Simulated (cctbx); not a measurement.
## A crystallographic session in cctbx: Ba2MnSbS6

Library: cctbx 2025.11. The data are simulated by the first script.

## 1. Simulate the data

run.py:

```python
from cctbx import adptbx, crystal, miller, sgtbx, xray
from cctbx.array_family import flex
from iotbx.shelx import hklf
from scitbx import matrix
import scitbx.random

cs = crystal.symmetry(unit_cell=(9.699, 9.699, 9.699, 90, 90, 90), space_group_symbol='Hall: -F 4 2 3')  # Fm-3m
atoms = [  # label, site, U (iso, or U11 U22 U33 U12 U13 U23 in A^2), occupancy
    ("Ba1", (0.25, 0.25, 0.75), (0.0035, 0.0035, 0.0035, 0.0000, -0.0000, 0.0000), 1),
    ("Sb1", (0.5, 0, 0), (0.0036, 0.0036, 0.0036, 0.0000, -0.0000, 0.0000), 1),
    ("Mn1", (0, 0, 0), (0.0047, 0.0047, 0.0047, 0.0000, 0.0000, 0.0000), 1),
    ("S1", (0, 0, 0.748), (0.0065, 0.0065, 0.0073, 0.0000, 0.0000, 0.0000), 1),
]
xs = xray.structure(crystal_symmetry=cs)
for label, site, u, occ in atoms:
    u = adptbx.u_cif_as_u_star(cs.unit_cell(), u) if isinstance(u, tuple) else u
    xs.add_scatterer(xray.scatterer(label, site=site, u=u, occupancy=occ))
xs.set_inelastic_form_factors(0.71073, "sasaki")
xs.show_summary()
p1 = xs.expand_to_p1()
ms = miller.build_set(p1, anomalous_flag=True, d_min=0.7)
flex.set_random_seed(669754)
scitbx.random.set_random_seed(669754)
ms = ms.select(flex.random_double(ms.size()) < 0.8)
i = ms.structure_factors_from_scatterers(p1, algorithm="direct").f_calc().as_intensity_array().data()
i = i * 20000 / flex.max(i)
sig = flex.sqrt(i + flex.pow2(0.03 * i) + 2 ** 2)
noise = scitbx.random.variate(scitbx.random.normal_distribution())(i.size())
data = ms.array(data=i + sig * noise, sigmas=sig).set_observation_type_xray_intensity()
with open("data.hkl", "w") as f:
    data.export_as_shelx_hklf(f)
print("reflections written:", data.size(), " <I/sigma> = %.1f" % flex.mean(data.data() / data.sigmas()))
for h, a, b in list(data.sort("data"))[:12]:
    print("%4d%4d%4d %9.1f %7.1f" % (h + (a, b)))
```

```console
$ python run.py
```

```text
Number of scatterers: 4
At special positions: 4
Unit cell: (9.699, 9.699, 9.699, 90, 90, 90)
Space group: F m -3 m (No. 225)
reflections written: 8908  <I/sigma> = 3.4
   0  -4   0   20988.8   616.4
   0   0  -4   19979.2   616.4
  -4   0   0   19829.0   616.4
   0   4   0   19596.8   616.4
  -4   4   0   15118.9   453.5
   4   0   4   14978.8   453.5
  -4   0   4   14956.4   453.5
  -4   0  -4   14841.2   453.5
   0   4  -4   14635.5   453.5
   4  -4   0   14633.5   453.5
   0   4   4   14616.2   453.5
   4   4   0   14430.9   453.5
```

It took 0.58 s on 1 thread of Arm Neoverse N1, with other jobs on the host, peak memory 0.07 GiB.

## 2. Refinement (right model, isotropic)

run.py:

```python
import math
from cctbx import adptbx, crystal, maptbx, sgtbx, xray
from cctbx.array_family import flex
from cctbx.xray import observations
from iotbx.shelx import hklf
from scitbx.lstbx import normal_eqns_solving
from smtbx import absolute_structure, utils
from smtbx.refinement import constraints, least_squares

cs = crystal.symmetry(unit_cell=(9.699, 9.699, 9.699, 90, 90, 90), space_group_symbol='Hall: -F 4 2 3')  # Fm-3m
atoms = [  # label, site, U (iso, or U11 U22 U33 U12 U13 U23 in A^2), occupancy
    ("Ba1", (0.25, 0.25, 0.75), 0.0200, 1),
    ("Sb1", (0.5, 0, 0), 0.0200, 1),
    ("Mn1", (0, 0, 0), 0.0200, 1),
    ("S1", (0, 0, 0.7453), 0.0200, 1),
]
xs = xray.structure(crystal_symmetry=cs)
for label, site, u, occ in atoms:
    u = adptbx.u_cif_as_u_star(cs.unit_cell(), u) if isinstance(u, tuple) else u
    xs.add_scatterer(xray.scatterer(label, site=site, u=u, occupancy=occ))
xs.set_inelastic_form_factors(0.71073, "sasaki")
raw = hklf.reader(file_name="data.hkl").as_miller_arrays(crystal_symmetry=cs, anomalous=True)[0]
merged = raw.eliminate_sys_absent().merge_equivalents()
fo2 = merged.array().set_observation_type_xray_intensity()
print("Rint %.3f, %d unique reflections to %.2f A" % (merged.r_int(), fo2.size(), fo2.d_min()))
for sc in xs.scatterers():
    sc.flags.set_grad_site(True)
    sc.flags.set_grad_u_aniso(sc.flags.use_u_aniso())
    sc.flags.set_grad_u_iso(sc.flags.use_u_iso())
obs = fo2.as_xray_observations()
extra = {}
rep = constraints.reparametrisation(xs, [], utils.connectivity_table(xs), **extra)
ls = least_squares.crystallographic_ls(obs, rep, weighting_scheme=least_squares.mainstream_shelx_weighting(a=0, b=0))
print("cycle     R1     wR2    GooF  max shift (A)")
for cycle in range(8):
    ls.build_up()
    r1, wr2, goof = ls.r1_factor(cutoff_factor=2)[0], ls.wR2(), ls.goof()
    old = xs.sites_cart()
    normal_eqns_solving.levenberg_marquardt_iterations(ls, n_max_iterations=3, tau=1e-06, step_threshold=1e-7)
    big = flex.max((xs.sites_cart() - old).norms())
    print("%4d %7.4f %7.4f %7.3f %9.5f" % (cycle + 1, r1, wr2, goof, big))
    ls.build_up(objective_only=True)
    if abs(ls.wR2() - wr2) < 5e-5 and big < 5e-4:
        break
ls.build_up()
print("final R1 %.4f wR2 %.4f GooF %.3f  parameters %d  data/parameter %.1f" % (ls.r1_factor(cutoff_factor=2)[0], ls.wR2(), ls.goof(), ls.n_parameters, fo2.size() / ls.n_parameters))
cov = ls.covariance_matrix_and_annotations()
su = dict(zip(cov.annotations, (math.sqrt(max(v, 0)) for v in cov.matrix.matrix_packed_u_diagonal())))
a2 = cs.unit_cell().reciprocal_parameters()[0] ** -2
print("atom        x        y        z      Ueq    occ   su(xyz)  su(Uiso or U11)")
for sc in xs.scatterers():
    s = max(su.get(sc.label + k, 0) for k in (".x", ".y", ".z"))
    npd = "" if sc.is_positive_definite_u(cs.unit_cell()) else "  NPD"
    print("%-5s %8.5f %8.5f %8.5f %8.4f %6.3f %8.5f %7.4f%s" % ((sc.label,) + sc.site + (sc.u_iso_or_equiv(cs.unit_cell()), sc.occupancy, s, su.get(sc.label + ".uiso", su.get(sc.label + ".u11", 0) * a2), npd)))
fo = fo2.f_sq_as_f()
fc = fo.structure_factors_from_scatterers(xs, algorithm="direct").f_calc()
diff = fo.f_obs_minus_f_calc(1 / math.sqrt(ls.scale_factor()), fc).average_bijvoet_mates()
m = diff.fft_map(symmetry_flags=maptbx.use_space_group_symmetry, resolution_factor=0.25).apply_volume_scaling()
print("difference map: max %.2f min %.2f rms %.2f" % (m.statistics().max(), m.statistics().min(), m.statistics().sigma()))
peaks = m.peak_search(parameters=maptbx.peak_search_parameters(min_distance_sym_equiv=0.6, max_clusters=6)).all()
near = xs.closest_distances(peaks.sites(), distance_cutoff=4)
sps = cs.special_position_settings(min_distance_sym_equiv=0.5)
for k, (x, h) in enumerate(zip(peaks.sites(), peaks.heights())):
    ss = sps.site_symmetry(x)
    print("Q%-3d %7.4f %7.4f %7.4f %4d %7.2f  %.2f A from %s" % ((k + 1,) + tuple(t % 1 for t in ss.exact_site()) + (ss.multiplicity(), h, near.smallest_distances[k], xs.scatterers()[near.i_seqs[k]].label)))
```

```console
$ python run.py
```

```text
Rint 0.030, 98 unique reflections to 0.71 A
cycle     R1     wR2    GooF  max shift (A)
   1  0.1612  0.3433  27.010   0.02659
   2  0.0048  0.0120   0.943   0.00000
final R1 0.0048 wR2 0.0120 GooF 0.943  parameters 5  data/parameter 19.6
atom        x        y        z      Ueq    occ   su(xyz)  su(Uiso or U11)
Ba1    0.25000  0.25000  0.75000   0.0035  1.000  0.00000  0.0001
Sb1    0.50000  0.00000  0.00000   0.0037  1.000  0.00000  0.0001
Mn1    0.00000  0.00000  0.00000   0.0048  1.000  0.00000  0.0001
S1     0.00000  0.00000  0.74804   0.0067  1.000  0.00003  0.0001
difference map: max 0.34 min -0.25 rms 0.05
Q1    0.0000  0.0000  0.2098   24    0.35  0.41 A from S1
Q2    0.0000  0.0000  0.2869   24    0.28  0.34 A from S1
Q3    0.0973  0.0973  0.4027   32    0.17  1.63 A from Sb1
Q4    0.0522  0.0522  0.0522   32    0.12  0.88 A from Mn1
Q5    0.1215  0.2115  0.2115   96    0.12  1.35 A from Ba1
Q6    0.1161  0.1161  0.1161   32    0.11  1.95 A from Mn1
```

Time: 0.7 s.

## 3. Refinement (right model, anisotropic)

run.py, as its changes from the last script of this kind:

```diff
@@ -12,4 +12,4 @@
-    ("Ba1", (0.25, 0.25, 0.75), 0.0200, 1),
-    ("Sb1", (0.5, 0, 0), 0.0200, 1),
-    ("Mn1", (0, 0, 0), 0.0200, 1),
-    ("S1", (0, 0, 0.7453), 0.0200, 1),
+    ("Ba1", (0.25, 0.25, 0.75), 0.0035, 1),
+    ("Sb1", (0.5, 0, 0), 0.0037, 1),
+    ("Mn1", (0, 0, 0), 0.0048, 1),
+    ("S1", (0, 0, 0.74804), 0.0067, 1),
@@ -21,0 +22 @@
+xs.convert_to_anisotropic()
```

```console
$ python run.py
```

```text
Rint 0.030, 98 unique reflections to 0.71 A
cycle     R1     wR2    GooF  max shift (A)
   1  0.0048  0.0121   0.954   0.00002
   2  0.0047  0.0111   0.881   0.00000
final R1 0.0047 wR2 0.0111 GooF 0.881  parameters 6  data/parameter 16.3
atom        x        y        z      Ueq    occ   su(xyz)  su(Uiso or U11)
Ba1    0.25000  0.25000  0.75000   0.0035  1.000  0.00000  0.0001
Sb1    0.50000  0.00000  0.00000   0.0036  1.000  0.00000  0.0001
Mn1    0.00000  0.00000  0.00000   0.0048  1.000  0.00000  0.0001
S1     0.00000  0.00000  0.74804   0.0067  1.000  0.00003  0.0001
difference map: max 0.17 min -0.20 rms 0.05
Q1    0.0000  0.0000  0.2226   24    0.18  0.28 A from S1
Q2    0.0985  0.0985  0.4015   32    0.16  1.65 A from Sb1
Q3    0.1161  0.1161  0.1161   32    0.12  1.95 A from Mn1
Q4    0.1204  0.2116  0.2116   96    0.12  1.36 A from Ba1
Q5    0.0529  0.0529  0.0529   32    0.11  0.89 A from Mn1
Q6    0.1417  0.1417  0.3583   32    0.10  1.82 A from Ba1
```

Time: 0.68 s.

## 4. Refinement

run.py, as its changes from the last script of this kind:

```diff
@@ -15 +14,0 @@
-    ("S1", (0, 0, 0.74804), 0.0067, 1),
@@ -36 +35 @@
-for cycle in range(8):
+for cycle in range(12):
```

```console
$ python run.py
```

```text
Rint 0.030, 98 unique reflections to 0.71 A
cycle     R1     wR2    GooF  max shift (A)
   1  0.3918  0.6681  52.010   0.00000
   2  0.3277  0.5453  42.449   0.00000
   3  0.3293  0.5445  42.388   0.00000
   4  0.3233  0.5374  41.831   0.00000
   5  0.3196  0.5354  41.682   0.00000
final R1 0.3196 wR2 0.5354 GooF 41.682  parameters 3  data/parameter 32.7
atom        x        y        z      Ueq    occ   su(xyz)  su(Uiso or U11)
Ba1    0.25000  0.25000  0.75000   0.0065  1.000  0.00000  0.0034
Sb1    0.50000  0.00000  0.00000  -0.0124  1.000  0.00000  0.0028  NPD
Mn1    0.00000  0.00000  0.00000  -0.0189  1.000  0.00000  0.0036  NPD
difference map: max 68.75 min -12.92 rms 5.75
Q1    0.0000  0.0000  0.5000    4   68.75  0.00 A from Sb1
Q2    0.0000  0.2500  0.2500   24   54.31  2.42 A from Ba1
Q3    0.0000  0.0000  0.0000    4   51.18  0.00 A from Mn1
Q4    0.0000  0.0000  0.2596   24   43.71  2.33 A from Sb1
Q5    0.2500  0.2500  0.2500    8   41.12  0.00 A from Ba1
Q6    0.1013  0.2256  0.2256   96    7.94  1.48 A from Ba1
```

Time: 0.86 s.

This run holds a fault made on purpose: atom left out: S1.

## 5. Refinement

run.py, as its changes from the last script of this kind:

```diff
@@ -14,0 +15 @@
+    ("K1", (0, 0, 0.74804), 0.0067, 1),
```

```console
$ python run.py
```

```text
Rint 0.030, 98 unique reflections to 0.71 A
cycle     R1     wR2    GooF  max shift (A)
   1  0.0519  0.1099   8.693   0.00009
   2  0.0245  0.0534   4.221   0.00000
final R1 0.0245 wR2 0.0534 GooF 4.221  parameters 6  data/parameter 16.3
atom        x        y        z      Ueq    occ   su(xyz)  su(Uiso or U11)
Ba1    0.25000  0.25000  0.75000   0.0031  1.000  0.00000  0.0003
Sb1    0.50000  0.00000  0.00000   0.0032  1.000  0.00000  0.0003
Mn1    0.00000  0.00000  0.00000   0.0043  1.000  0.00000  0.0005
K1     0.00000  0.00000  0.74805   0.0122  1.000  0.00014  0.0006
difference map: max 0.81 min -2.22 rms 0.34
Q1    0.2500  0.2500  0.2500    8    0.81  0.00 A from Ba1
Q2    0.0000  0.0000  0.5000    4    0.55  0.00 A from Sb1
Q3    0.0000  0.0000  0.0000    4    0.44  0.00 A from Mn1
Q4    0.0000  0.0000  0.1418   24    0.40  1.07 A from K1
Q5    0.0324  0.0324  0.3606   96    0.33  1.14 A from K1
Q6    0.0500  0.0500  0.1667   96    0.31  1.07 A from K1
```

Time: 0.65 s.

This run holds a fault made on purpose: wrong element: K1 is S.

## 6. Refinement

run.py, as its changes from the last script of this kind:

```diff
@@ -15 +14,0 @@
-    ("K1", (0, 0, 0.74804), 0.0067, 1),
```

```console
$ python run.py
```

```text
Rint 0.030, 98 unique reflections to 0.71 A
cycle     R1     wR2    GooF  max shift (A)
   1  0.3918  0.6681  52.010   0.00000
   2  0.3277  0.5453  42.449   0.00000
   3  0.3293  0.5445  42.388   0.00000
   4  0.3233  0.5374  41.831   0.00000
   5  0.3196  0.5354  41.682   0.00000
final R1 0.3196 wR2 0.5354 GooF 41.682  parameters 3  data/parameter 32.7
atom        x        y        z      Ueq    occ   su(xyz)  su(Uiso or U11)
Ba1    0.25000  0.25000  0.75000   0.0065  1.000  0.00000  0.0034
Sb1    0.50000  0.00000  0.00000  -0.0124  1.000  0.00000  0.0028  NPD
Mn1    0.00000  0.00000  0.00000  -0.0189  1.000  0.00000  0.0036  NPD
difference map: max 68.75 min -12.92 rms 5.75
Q1    0.0000  0.0000  0.5000    4   68.75  0.00 A from Sb1
Q2    0.0000  0.2500  0.2500   24   54.31  2.42 A from Ba1
Q3    0.0000  0.0000  0.0000    4   51.18  0.00 A from Mn1
Q4    0.0000  0.0000  0.2596   24   43.71  2.33 A from Sb1
Q5    0.2500  0.2500  0.2500    8   41.12  0.00 A from Ba1
Q6    0.1013  0.2256  0.2256   96    7.94  1.48 A from Ba1
```

Run time: 0.83 s on 1 thread of Arm Neoverse N1, with other jobs on the host, peak memory 0.09 GiB.

This run holds a fault made on purpose: atom left out: S1.

[Logs are printed without paths, hosts, clocks, repeated set-up lines and the standing remarks that a program may print on its own settings, such as how far it seeks lower states.]
